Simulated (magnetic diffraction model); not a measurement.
# Magnetic neutron pattern of Tm₂CoS₄

Space group P-1 (no. 2), a = 6.4290 Å, b = 6.5060 Å, c = 7.5080 Å, α = 88.53°, β = 70.15°, γ = 89.66°.

```csv
site,atom,x,y,z
2i,Tm,0.6740,0.9814,0.6871
2i,Tm,0.8266,0.4855,0.3117
1e,Co,1/2,1/2,0
1a,Co,0,0,0
2i,S,0.3288,0.8051,0.9628
2i,S,0.4846,0.7553,0.4797
2i,S,0.8138,0.6987,0.9706
2i,S,0.0116,3/4,0.4663
```

This is a made-up structure (elements placed in a structure type, unrelaxed), so the numbers test the method and describe no known phase.

Only Tm and Co are taken to order (form factors of Tm3+ and Co2+); orders and moment sizes are assumed, and not adapted to the symmetry. Radiation: neutrons of λ = 4.2 Å, 5° to 75°; isotropic B of 0.54 Å² (Tm), 0.85 Å² (Co) and 0.86 Å² (S). Simulated constant-wavelength pattern: nuclear and magnetic terms add, the magnetic one as |2.695 fm × Σ f S⊥ exp(2πi Q·r) exp(−B s²)|², summed over all Q at one angle with the factor 1/(sin²θ cos θ). For collinear order S is the moment m, which repeats by lattice and centring translations R with the sign exp(−2πi k·R). Free-ion form factors, Sears's scattering lengths of 1992, no absorption; a label names one of the reflections at its angle. The strongest nuclear line in the range is 100, and lines under 0.2 are left out.

Assume the order k = (1/2 1/2 0), collinear moments along [110], 6.2 μB on Tm and 2.87 μB on Co; signs + at (0.6740, 0.9814, 0.6871), + at (0.8266, 0.4855, 0.3117), + at (0.1734, 0.5145, 0.6883), − at (0.3260, 0.0186, 0.3129), − at (1/2, 1/2, 0), − at (0, 0, 0).

Predict the pattern, nuclear and magnetic parts apart.

```csv
2θ (°),index,nuclear,magnetic
27.39,(1/2 -1/2 0),0.0,1429.0
27.47,(1/2 1/2 0),0.0,161.3
34.61,(0 0 1),43.2,0.0
38.26,(1/2 1/2 1),0.0,548.5
39.08,(1/2 -1/2 1),0.0,2249.1
49.79,(-1/2 1/2 1),0.0,505.0
50.56,(1/2 1/2 -1),0.0,426.5
51.38,(0 1 1),6.3,0.0
52.78,(0 1 -1),4.8,0.0
56.52,(1 -1 0),54.8,0.0
56.70,(1 1 0),46.8,0.0
58.54,(1 1 1),100.0,0.0
59.65,(1 -1 1),89.2,0.0
61.87,(1/2 -3/2 0),0.0,266.6
61.99,(1/2 3/2 0),0.0,87.8
63.74,(3/2 1/2 1),0.0,95.9
64.23,(3/2 -1/2 1),0.0,374.4
66.04,(3/2 -1/2 0),0.0,346.3
66.16,(3/2 1/2 0),0.0,244.8
67.84,(1/2 3/2 1),0.0,245.3
69.50,(1/2 -3/2 1),0.0,352.6
70.77,(1/2 1/2 2),0.0,295.5
71.90,(1/2 -1/2 2),0.0,356.6
73.02,(0 0 2),12.5,0.0
```

The strongest magnetic line in the range is (1/2 -1/2 1) at 39.08° (2249.1). On top of the Lorentz factor, which all lines share, magnetic lines fade with angle because f falls: for Tm3+ it is 0.97, 0.87, 0.75 and 0.49 at sin θ/λ = 0.1, 0.2, 0.3 and 0.5 Å⁻¹, while nuclear lengths stay constant. The order has no net moment.

[Logs are printed without paths, hosts, clocks, repeated set-up lines and the standing remarks that a program may print on its own settings, such as how far it seeks lower states.]
